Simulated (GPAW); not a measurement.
The F K edge of atom 3 in KMnF3 (Pm-3m), with 2 Mn at 2.09 Å (linear, site symmetry 4/mmm), was computed in 2 ways: full core hole (charged cell) and no core hole. Program and functional: GPAW, LDA + U, Gaussian full width 0.9 eV up to 4 eV, rising linearly to 3.5 eV at 25 eV; cells of 5 and 20 atoms (the run without a hole in the smaller).

Each run is counted from its own lowest empty level or Fermi level and scaled to a mean of 1 over its first 20 eV.

| E (eV) | run 1 | run 2 |
| --- | --- | --- |
| -2.00 | 0.00 | 0.00 |
| -1.25 | 0.00 | 0.00 |
| -0.50 | 0.00 | 0.00 |
| 0.25 | 0.01 | 0.01 |
| 1.00 | 0.08 | 0.09 |
| 1.75 | 0.27 | 0.95 |
| 2.50 | 0.85 | 1.81 |
| 3.25 | 1.40 | 2.08 |
| 4.00 | 1.43 | 2.40 |
| 4.75 | 1.67 | 1.68 |
| 5.50 | 1.99 | 1.65 |
| 6.25 | 2.00 | 1.56 |
| 7.00 | 1.40 | 1.06 |
| 7.75 | 1.39 | 1.06 |
| 8.50 | 1.44 | 0.92 |
| 9.25 | 1.51 | 0.83 |
| 10.00 | 1.44 | 0.84 |
| 10.75 | 1.07 | 0.67 |
| 11.50 | 0.74 | 0.45 |
| 12.25 | 0.56 | 0.33 |
| 13.00 | 0.43 | 0.35 |
| 13.75 | 0.40 | 0.52 |
| 14.50 | 0.52 | 0.86 |
| 15.25 | 0.77 | 1.18 |
| 16.00 | 1.03 | 1.29 |
| 16.75 | 1.15 | 1.17 |
| 17.50 | 1.06 | 0.95 |
| 18.25 | 0.86 | 0.76 |
| 19.00 | 0.66 | 0.62 |
| 19.75 | 0.53 | 0.58 |
| 20.50 | 0.48 | 0.65 |
| 21.25 | 0.51 | 0.79 |
| 22.00 | 0.58 | 0.94 |
| 22.75 | 0.68 | 1.06 |
| 23.50 | 0.77 | 1.12 |
| 24.25 | 0.84 | 1.14 |
| 25.00 | 0.89 | 1.16 |
| 25.75 | 0.91 | 1.19 |
| 26.50 | 0.92 | 1.24 |
| 27.25 | 0.93 | 1.33 |
| 28.00 | 1.00 | 1.42 |
| 28.75 | 1.10 | 1.49 |
| 29.50 | 1.22 | 1.48 |
| 30.25 | 1.27 | 1.38 |
| 31.00 | 1.23 | 1.20 |
| 31.75 | 1.10 | 0.99 |

Which run is which?

Run 1: no core hole (area from −2 to 6 eV 6.0, main maxima 3.7 eV (1.50), 6.0 eV (2.11), 9.5 eV (1.52) and 16.8 eV (1.15)). Run 2: full core hole (charged cell) (area from −2 to 6 eV 8.2, main maxima 2.4 eV (1.84), 3.8 eV (2.51), 5.8 eV (1.70) and 15.9 eV (1.29)). With each curve scaled to its own mean, the area from −2 to 6 eV with the hole is 8.2 against 6.0, and the centre of weight from −1 to 20 eV moves by -0.5 eV: the hole pulls the absorber's empty states down.

[Hosts, paths, dates, database ids (printed as entryN), source tags and the programs' standing remarks are cut or masked in the printed files.]

[Lists of maxima count a maximum above −3 eV only where it reaches 4 % of the highest in the window and stands out from its surroundings by 2 % of it (1.5 % where it reaches 55 %); shoulders and weaker maxima are passed over, and of the rest the first, up to two pre-edge ones and the few strongest are named.]
